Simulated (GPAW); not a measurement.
## Magnetic state of MnGe15 (Ge32 Mn2 d4p00) from several starts

Does MnGe15 (Ge32 Mn2 d4p00) prefer parallel or opposed moments, or none?

Program: GPAW 26.7.0. Level of theory: PBE with U = 4 eV on Mn d; plane waves with GPAW's PAW setups, scalar-relativistic. Results are calculated unless marked as measured.

### 1. Set-up

The structure is orthorhombic, space group P222_1 (No. 17). The conventional cell has a = 11.316 Å, b = 11.316 Å, c = 5.658 Å, α = 90.00°, β = 90.00°, γ = 90.00°. Nearest to Mn lie 4 Ge at 2.45 Å. Ge has 2 Ge at 2.45 Å and 2 Mn at 2.45 Å nearest. Nearest to Ge lie 1 Mn at 2.45 Å and 3 Ge at 2.45 Å. Ge has 4 Ge at 2.45 Å nearest. Nearest to Ge lie 4 Ge at 2.45 Å. substitutional dopants on the host's lattice, its constants typed without a cited source, atoms not relaxed. Farther neighbours are not listed.

The cell is a made-up one and need not be a known phase.

### 2. Order 1, typed as ferro ++

Parallel moments need no larger cell; this start tests for a ferromagnetic state only. A Hubbard U of customary size acts on the open shell; it was not fitted to this crystal.

Contents of order1.py:

```python
import json
import numpy as np
from ase import Atoms
from ase.parallel import paropen, parprint
from gpaw import GPAW

atoms = Atoms(['Mn', 'Ge', 'Mn', 'Ge', 'Ge', 'Ge', 'Ge', 'Ge', 'Ge', 'Ge', 'Ge', 'Ge', 'Ge', 'Ge', 'Ge', 'Ge', 'Ge', 'Ge', 'Ge', 'Ge', 'Ge', 'Ge', 'Ge', 'Ge', 'Ge', 'Ge', 'Ge', 'Ge', 'Ge', 'Ge', 'Ge', 'Ge'],
    cell=[[11.316, 0.0, 0.0],
         [0.0, 11.316, 0.0],
         [0.0, 0.0, 5.658]],
    scaled_positions=[[0.0, 0.0, 0.0],
         [0.125, 0.125, 0.25],
         [0.0, 0.25, 0.5],
         [0.125, 0.375, 0.75],
         [0.25, 0.0, 0.5],
         [0.375, 0.125, 0.75],
         [0.25, 0.25, 0.0],
         [0.375, 0.375, 0.25],
         [0.0, 0.5, 0.0],
         [0.125, 0.625, 0.25],
         [0.0, 0.75, 0.5],
         [0.125, 0.875, 0.75],
         [0.25, 0.5, 0.5],
         [0.375, 0.625, 0.75],
         [0.25, 0.75, 0.0],
         [0.375, 0.875, 0.25],
         [0.5, 0.0, 0.0],
         [0.625, 0.125, 0.25],
         [0.5, 0.25, 0.5],
         [0.625, 0.375, 0.75],
         [0.75, 0.0, 0.5],
         [0.875, 0.125, 0.75],
         [0.75, 0.25, 0.0],
         [0.875, 0.375, 0.25],
         [0.5, 0.5, 0.0],
         [0.625, 0.625, 0.25],
         [0.5, 0.75, 0.5],
         [0.625, 0.875, 0.75],
         [0.75, 0.5, 0.5],
         [0.875, 0.625, 0.75],
         [0.75, 0.75, 0.0],
         [0.875, 0.875, 0.25]],
    pbc=True,
    magmoms=[4.5, 0.0, 4.5, 0.0, 0.0, 0.0, 0.0, 0.0, 0.0, 0.0, 0.0, 0.0, 0.0, 0.0, 0.0, 0.0, 0.0, 0.0, 0.0, 0.0, 0.0, 0.0, 0.0, 0.0, 0.0, 0.0, 0.0, 0.0, 0.0, 0.0, 0.0, 0.0])
atoms.calc = GPAW(mode={'name': 'pw', 'ecut': 450},
    xc='PBE',
    kpts={'size': (3, 3, 5), 'gamma': True},
    occupations={'name': 'fermi-dirac', 'width': 0.05},
    convergence={'density': 1e-05, 'energy': 1e-05},
    maxiter=200,
    mixer={'name': 'pulay', 'beta': 0.05, 'nmaxold': 6, 'weight': 50},
    setups={'Mn': ':d,4.0'},
    symmetry={'tolerance': 1e-4},
    txt='order1.txt')
e = atoms.get_potential_energy(force_consistent=True)
res = {'free_energy': e, 'energy_sigma0': atoms.get_potential_energy(), 'fermi_energy': atoms.calc.get_fermi_level()}
res['moments'] = atoms.get_magnetic_moments().tolist()
res['total'] = atoms.get_magnetic_moment()
parprint('site moments (muB):', np.round(res['moments'], 3))
parprint(f"total moment: {res['total']:.3f} muB")
parprint(f'free energy: {e:.6f} eV')
atoms.calc.write('order1.gpw')
with paropen('results.json', 'w') as f:
    json.dump(res, f)
```

Started as:

```console
OMP_NUM_THREADS=1 mpirun -n 4 gpaw python order1.py > order1.log
```

Numbers of over 12 decimals in the logs are rounded to 6 here.

What it wrote:

```text
site moments (muB): [ 4.146e+00 -1.160e-01  4.146e+00 -5.100e-02  6.000e-03 -5.000e-03
  6.000e-03 -3.000e-03 -7.000e-03 -5.000e-03 -7.000e-03 -5.100e-02
  0.000e+00 -2.000e-03  0.000e+00 -3.000e-03 -5.000e-03 -5.000e-03
 -5.000e-03 -3.000e-03  6.000e-03 -1.160e-01  6.000e-03 -5.100e-02
 -4.000e-03 -2.000e-03 -4.000e-03 -3.000e-03  0.000e+00 -5.000e-03
  0.000e+00 -5.100e-02]
total moment: 7.674 muB
free energy: -148.101018 eV

--- order1.txt ---
Input parameters:
  mode=PW(ecut=450),
  convergence={'density': 1e-05, 'energy': 1e-05},
  kpts=MonkhorstPack(size=(3, 3, 5), gamma=True),
  maxiter=200,
  mixer=Pulay(name='pulay', nmaxold=6, beta=0.05, weight=50, sigma=0.015, g_ss=None),
  occupations=Occupations(name='fermi-dirac', width=0.05),
  setups={'Mn': ':d,4.0'},
  symmetry=Symmetry(tolerance=0.0001),
  xc=XC(name='PBE')

Diagonalizing LCAO Hamiltonian
Converting LCAO to pw mode
        .---------------------------.
       /|                           |
      / |                           |
     /  |  Ge            Ge         |
    /   |       Ge            Ge    |
   /  Ge|           Ge              |
  /    Ge         Ge Ge         Ge  |
 *      .--Ge------------Ge---------.
 |     / Ge Ge         Ge Ge       /
 | Mn /      Ge  Ge        Ge     /
 |   Ge Ge    Ge   Ge Ge    Ge   /
 |  /Ge            Ge           /
 | /      Ge            Ge     /
 |/                           /
 Mn------------Ge------------*

Atoms  # Å, Bohr magnetons
|    | symbol |        x |        y |        z |    initial magnetic moments |
|----|--------|----------|----------|----------|-----------------------------|
|  0 |     Mn | 0.000000 | 0.000000 | 0.000000 | ( 0.0000,  0.0000,  4.5000) |
|  1 |     Ge | 1.414500 | 1.414500 | 1.414500 | ( 0.0000,  0.0000,  0.0000) |
|  2 |     Mn | 0.000000 | 2.829000 | 2.829000 | ( 0.0000,  0.0000,  4.5000) |
|  3 |     Ge | 1.414500 | 4.243500 | 4.243500 | ( 0.0000,  0.0000,  0.0000) |
|  4 |     Ge | 2.829000 | 0.000000 | 2.829000 | ( 0.0000,  0.0000,  0.0000) |
|  5 |     Ge | 4.243500 | 1.414500 | 4.243500 | ( 0.0000,  0.0000,  0.0000) |
|  6 |     Ge | 2.829000 | 2.829000 | 0.000000 | ( 0.0000,  0.0000,  0.0000) |
|  7 |     Ge | 4.243500 | 4.243500 | 1.414500 | ( 0.0000,  0.0000,  0.0000) |
|  8 |     Ge | 0.000000 | 5.658000 | 0.000000 | ( 0.0000,  0.0000,  0.0000) |
|  9 |     Ge | 1.414500 | 7.072500 | 1.414500 | ( 0.0000,  0.0000,  0.0000) |
| 10 |     Ge | 0.000000 | 8.487000 | 2.829000 | ( 0.0000,  0.0000,  0.0000) |
| 11 |     Ge | 1.414500 | 9.901500 | 4.243500 | ( 0.0000,  0.0000,  0.0000) |
| 12 |     Ge | 2.829000 | 5.658000 | 2.829000 | ( 0.0000,  0.0000,  0.0000) |
| 13 |     Ge | 4.243500 | 7.072500 | 4.243500 | ( 0.0000,  0.0000,  0.0000) |
| 14 |     Ge | 2.829000 | 8.487000 | 0.000000 | ( 0.0000,  0.0000,  0.0000) |
| 15 |     Ge | 4.243500 | 9.901500 | 1.414500 | ( 0.0000,  0.0000,  0.0000) |
| 16 |     Ge | 5.658000 | 0.000000 | 0.000000 | ( 0.0000,  0.0000,  0.0000) |
| 17 |     Ge | 7.072500 | 1.414500 | 1.414500 | ( 0.0000,  0.0000,  0.0000) |
[...]
| 22 |     Ge | 8.487000 | 2.829000 | 0.000000 | ( 0.0000,  0.0000,  0.0000) |
| 23 |     Ge | 9.901500 | 4.243500 | 1.414500 | ( 0.0000,  0.0000,  0.0000) |
| 24 |     Ge | 5.658000 | 5.658000 | 0.000000 | ( 0.0000,  0.0000,  0.0000) |
| 25 |     Ge | 7.072500 | 7.072500 | 1.414500 | ( 0.0000,  0.0000,  0.0000) |
| 26 |     Ge | 5.658000 | 8.487000 | 2.829000 | ( 0.0000,  0.0000,  0.0000) |
| 27 |     Ge | 7.072500 | 9.901500 | 4.243500 | ( 0.0000,  0.0000,  0.0000) |
| 28 |     Ge | 8.487000 | 5.658000 | 2.829000 | ( 0.0000,  0.0000,  0.0000) |
| 29 |     Ge | 9.901500 | 7.072500 | 4.243500 | ( 0.0000,  0.0000,  0.0000) |
| 30 |     Ge | 8.487000 | 8.487000 | 0.000000 | ( 0.0000,  0.0000,  0.0000) |
| 31 |     Ge | 9.901500 | 9.901500 | 1.414500 | ( 0.0000,  0.0000,  0.0000) |

Unit cell  # Å
| periodic |         x |         y |        z |   lengths |    angles |
|----------|-----------|-----------|----------|-----------|-----------|
|      yes | 11.316000 |  0.000000 | 0.000000 | 11.316000 | 90.000000 |
|      yes |  0.000000 | 11.316000 | 0.000000 | 11.316000 | 90.000000 |
|      yes |  0.000000 |  0.000000 | 5.658000 |  5.658000 | 90.000000 |

Number of symmetries: 2

BZ-sampling:
  Number of BZ points: 45
  Number of IBZ points: 16

  Monkhorst-Pack size: [3, 3, 5]
  Monkhorst-Pack shift: [0, 0, 0]

K-points  # in reciprocal-cell coordinates
|     |                                coordinates |     weight |
|-----|--------------------------------------------|------------|
|   0 | (  0.00000000,   0.00000000,   0.00000000) | 0.02222222 |
|   1 | (  0.00000000,   0.00000000,   0.20000000) | 0.04444444 |
|   2 | (  0.00000000,   0.00000000,   0.40000000) | 0.04444444 |
|   3 | (  0.00000000,   0.33333333,   0.00000000) | 0.04444444 |
|   4 | (  0.00000000,   0.33333333,   0.20000000) | 0.08888889 |
|   5 | (  0.00000000,   0.33333333,   0.40000000) | 0.08888889 |
|   6 | (  0.33333333,   0.00000000,  -0.40000000) | 0.04444444 |
|   7 | (  0.33333333,   0.00000000,  -0.20000000) | 0.04444444 |
|   8 | (  0.33333333,   0.00000000,   0.00000000) | 0.04444444 |
|   9 | (  0.33333333,   0.00000000,   0.20000000) | 0.04444444 |
| ... |                                            |            |
|  15 | (  0.33333333,   0.33333333,   0.40000000) | 0.08888889 |

Plane wave coefficients: 15740
Cutoff: 450.000000 eV

Spin-components: 2 (collinear spins)
Bands:           100
Projectors:      162
Spin-degeneracy: 1
Datatype:        complex128

Parallelization:
  kpt:    4
  domain: 1
  band:   1

Density:
  Valence electrons: 150.0
  Components: 2
  Grid points: [56 56 28]
  Charge: 0.0  # |e|

Potential:
  Grid points: [56 56 28]

species:
  Mn:
    name:    Manganese
    Z:       25.0
    valence: 15
    core:    10
    charge:  0.0  # [|e|]
    Hubbard: {U: 4.0,  # eV
              l: 2,
              scale: True}
    compensation charges:
      type: gauss
      rc: 0.38  # [Å]
      lmax: 2
    cutoffs:
      filter: 2.14  # [Å]
      core: 0.86  # [Å]
    projectors
    | kind |    occ | energy [eV] | rcut [Å] |
    |------|--------|-------------|----------|
    |   3s |  2.000 |     -85.859 |    1.275 |
    |   4s |  2.000 |      -5.106 |    1.275 |
    |   3p |  6.000 |     -54.597 |    1.281 |
    |   4p |  0.000 |      -1.371 |    1.281 |
    |   3d |  5.000 |      -6.771 |    1.138 |
    |    d |        |      20.441 |    1.138 |

    Using partial waves for Mn as LCAO basis

  Ge:
    name:    Germanium
    Z:       32.0
    valence: 4
    core:    28
    charge:  0.0  # [|e|]
    compensation charges:
      type: gauss
      rc: 0.32  # [Å]
      lmax: 2
    cutoffs:
      filter: 1.77  # [Å]
      core: 3.42  # [Å]
    projectors
    | kind |    occ | energy [eV] | rcut [Å] |
    |------|--------|-------------|----------|
    |   4s |  2.000 |     -11.726 |    1.005 |
    |   4p |  2.000 |      -3.896 |    1.005 |
    |    s |        |      15.485 |    1.005 |
    |    p |        |      23.315 |    1.005 |
    |    d |        |       0.000 |    1.005 |

    Using partial waves for Ge as LCAO basis

Reference energy: -1775957.311721  # eV

eigensolver:
  PPCG
  Converge bands: occupied
  niter=2

density mixing:
  Pulay-Mixer
  Linear mixing parameters: 0.05
  Old densities: 6
  Fourier metric: weight=50, sigma=0.015

occupation numbers:
  Fermi-Dirac:
    width: 0.0500  # eV

poisson solver:
  ecut: 3600.000000  # eV

xc functional:
  name: PBE with 2 nearest neighbor stencil

convergence criteria:
- Maximum integral of absolute [dens]ity change: 1e-05 electrons / valence electron
- Maximum [total energy] change in last 3 cyles: 1e-05 eV / valence electron
- Maximum integral of absolute [eigenst]ate change: 4e-08 eV^2 / valence electron
maximum number of iterations: 200

SCF iterations
|iter     |      energy | eigst |  dens |  magmom |
|---------|-------------|-------|-------|---------|
|iter:   1|       0s | -148.510714 | +0.05 |       |  +9.0194|
|iter:   2|      37s | -148.347700 | -1.48 | -0.94 |  +8.9715|
|iter:   3|      73s | -148.150906 | -2.07 | -0.97 |  +8.8649|
|iter:   4|     107s | -148.074525 | -1.71 | -1.03 |  +8.4058|
|iter:   5|     139s | -148.076237 | -2.80 | -1.46 |  +8.3328|
|iter:   6|     172s | -148.078625 | -2.14 | -1.58 |  +8.1174|
|iter:   7|     206s | -148.068603 | -3.49 | -2.02 |  +8.1192|
|iter:   8|     244s | -148.065247 | -3.18 | -2.04 |  +8.0215|
|iter:   9|     280s | -148.065078 | -4.73 | -2.26 |  +8.0175|
|iter:  10|     314s | -148.068399 | -3.80 | -2.27 |  +7.8941|
[... 14 iterations left out ...]
|iter:  25|     798s | -148.071880c| -7.84c| -4.12 |  +7.6818|
|iter:  26|     833s | -148.071902c| -7.12 | -4.13 |  +7.6763|
|iter:  27|     850s | -148.071907c| -7.78c| -4.39 |  +7.6748|
|iter:  28|     866s | -148.071909c| -7.94c| -4.43 |  +7.6741|
|iter:  29|     884s | -148.071912c| -7.84c| -4.47 |  +7.6731|
|iter:  30|     902s | -148.071912c| -7.93c| -4.52 |  +7.6732|
|iter:  31|     919s | -148.071913c| -8.26c| -4.64 |  +7.6728|
|iter:  32|     937s | -148.071911c| -7.85c| -4.70 |  +7.6737|
|iter:  33|     955s | -148.071911c| -8.35c| -4.96 |  +7.6737|
|iter:  34|     974s | -148.071910c| -8.59c| -5.01c|  +7.6738|

Converged in 34 steps
Energy contributions relative to reference atoms: (reference = -1775957.311721)

Energy contributions:
  Kinetic:         439.194228
  Coulomb:        -389.259521
  Zero:              0.336137
  External:          0.000000
  Xc:             -198.313646
  Entropy:          -0.058217
  Spinorbit:         0.000000
  ----------------------------
  Free energy:    -148.101018
  Extrapolated:   -148.071910

dipole moment: (-124.294183, -135.779982, -141.746311)  # |e|*Ang

Total magnetic moment: (0.000000, 0.000000, 7.673823)

Local magnetic moments
|        x |        y |         z |
|----------|----------|-----------|
| 0.000000 | 0.000000 |  4.146044 |  # Mn   0
| 0.000000 | 0.000000 | -0.116155 |  # Ge   1
| 0.000000 | 0.000000 |  4.146044 |  # Mn   2
| 0.000000 | 0.000000 | -0.051217 |  # Ge   3
| 0.000000 | 0.000000 |  0.005677 |  # Ge   4
| 0.000000 | 0.000000 | -0.004964 |  # Ge   5
| 0.000000 | 0.000000 |  0.005677 |  # Ge   6
| 0.000000 | 0.000000 | -0.002705 |  # Ge   7
| 0.000000 | 0.000000 | -0.007201 |  # Ge   8
| 0.000000 | 0.000000 | -0.004511 |  # Ge   9
| 0.000000 | 0.000000 | -0.007201 |  # Ge  10
| 0.000000 | 0.000000 | -0.051217 |  # Ge  11
| 0.000000 | 0.000000 |  0.000013 |  # Ge  12
| 0.000000 | 0.000000 | -0.001511 |  # Ge  13
| 0.000000 | 0.000000 |  0.000013 |  # Ge  14
| 0.000000 | 0.000000 | -0.002705 |  # Ge  15
[...]
| 0.000000 | 0.000000 |  0.005677 |  # Ge  22
| 0.000000 | 0.000000 | -0.051217 |  # Ge  23
| 0.000000 | 0.000000 | -0.004484 |  # Ge  24
| 0.000000 | 0.000000 | -0.001511 |  # Ge  25
| 0.000000 | 0.000000 | -0.004484 |  # Ge  26
| 0.000000 | 0.000000 | -0.002705 |  # Ge  27
| 0.000000 | 0.000000 |  0.000013 |  # Ge  28
| 0.000000 | 0.000000 | -0.004511 |  # Ge  29
| 0.000000 | 0.000000 |  0.000013 |  # Ge  30
| 0.000000 | 0.000000 | -0.051217 |  # Ge  31

Fermi level: 5.397
Eigenvalues  # (at kpt = [0.000, 0.000, 0.000])
| band index |      eig [eV] | occ [0-1] |      eig [eV] | occ [0-1] |
|------------|---------------|-----------|---------------|-----------|
|          0 |       -75.990 |     1.000 |       -71.359 |     1.000 |
|        ... |               |           |               |           |
|         66 |         3.343 |     1.000 |         4.557 |     1.000 |
|         67 |         3.850 |     1.000 |         4.683 |     1.000 |
|         68 |         3.879 |     1.000 |         4.954 |     1.000 |
|         69 |         3.909 |     1.000 |         5.585 |     0.023 |
|         70 |         4.001 |     1.000 |         5.733 |     0.001 |
|         71 |         4.097 |     1.000 |         5.764 |     0.001 |
|         72 |         4.137 |     1.000 |         6.167 |     0.000 |
|         73 |         4.553 |     1.000 |         6.264 |     0.000 |
|         74 |         4.753 |     1.000 |         6.588 |     0.000 |
|         75 |         4.763 |     1.000 |         6.601 |     0.000 |
|         76 |         5.003 |     1.000 |         6.618 |     0.000 |
|         77 |         5.003 |     1.000 |         6.654 |     0.000 |
|         78 |         5.366 |     0.651 |         6.765 |     0.000 |
|         79 |         6.374 |     0.000 |         6.812 |     0.000 |
|         80 |         6.530 |     0.000 |         7.134 |     0.000 |
|         81 |         6.663 |     0.000 |         7.146 |     0.000 |
|        ... |               |           |               |           |
|         99 |         8.807 |     0.000 |         9.126 |     0.000 |

No gap
No difference between direct/indirect transitions
```

It took 17 min on 4 MPI ranks of Arm Neoverse V1, shared host; peak memory 2.6 GiB.

Spin moment in the augmentation sphere by element, in μB:

```csv
element,atoms,mean,spread (r.m.s.),least,largest
Mn,2,4.15,0.00,4.15,4.15
Ge,30,-0.02,0.03,-0.12,0.01
```

The atoms farthest from the mean of their element:

```csv
atom,"x, y, z (Å)",spin moment in the augmentation sphere (μB)
Ge2,"1.41, 1.41, 1.41",-0.12
Ge22,"9.90, 1.41, 4.24",-0.12
Ge32,"9.90, 9.90, 1.41",-0.05
Ge12,"1.41, 9.90, 4.24",-0.05
Ge24,"9.90, 4.24, 1.41",-0.05
Ge4,"1.41, 4.24, 4.24",-0.05
Ge7,"2.83, 2.83, 0.00",0.01
Ge21,"8.49, 0.00, 2.83",0.01
```

Read from the output:

- magnetization: 7.674 μB
- final state: ferromagnetic

After 34 cycles the largest moment stands at 4.15 μB.

(Continued in part 2 of 2.)

[Logs and program files are shortened in this print: banners, set-up blocks, solver, clock and traceback lines can be left out without a mark of their own.]

[Logs are printed without paths, hosts, clocks, repeated set-up lines and the standing remarks that a program may print on its own settings, such as how far it seeks lower states.]

[Hosts, paths, dates, database ids (printed as entryN), source tags and the programs' standing remarks are cut or masked in the printed files.]

[Where a cell is said to come from a database of computed structures, the database is the Materials Project.]
